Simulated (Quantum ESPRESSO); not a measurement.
# Voltage at the next charge: Sr(100), 5 layers against an electrode

How the rows were computed: Quantum ESPRESSO 7.5, LDA, GBRV ultrasoft; ESM with bc3, a metal electrode 6.08 Å above the top atoms; cell area 18.483 Å²; ions fixed. V is the potential energy of an electron at the electrode over the slab's Fermi level, divided by e, so that it equals the work function at zero charge; positive charge removes electrons.

| charge (e a cell) | V (V) |
| --- | --- |
| 0 | 2.641 |
| 0.0277 | 3.631 |
| 0.0554 | 4.673 |

One more run was made and is withheld. What is V at a charge of 0.1109 e, and what capacitance do the rows imply?

**Fit.** The last two rows give dV/dq = (4.673 − 3.631)/(0.0554 − 0.0277) = 37.6 V/e, so C = 1602/(18.483 × 37.6) = 2.30 µF/cm², an effective gap of 8.854/2.30 = 3.84 Å. At constant C, V = 4.673 + 37.6 × 0.0555 = 6.76 V.

**Check.** V = 6.885 V; the estimate misses by −0.12 V, 5.6 % of the step. Over the three intervals C goes 2.42, 2.30 and 2.18 µF/cm²: it falls as electrons leave, the surface charge drawing back towards the atoms.

Caveats: Vacuum fills the gap; a dielectric or electrolyte would change C. The slab is thin.
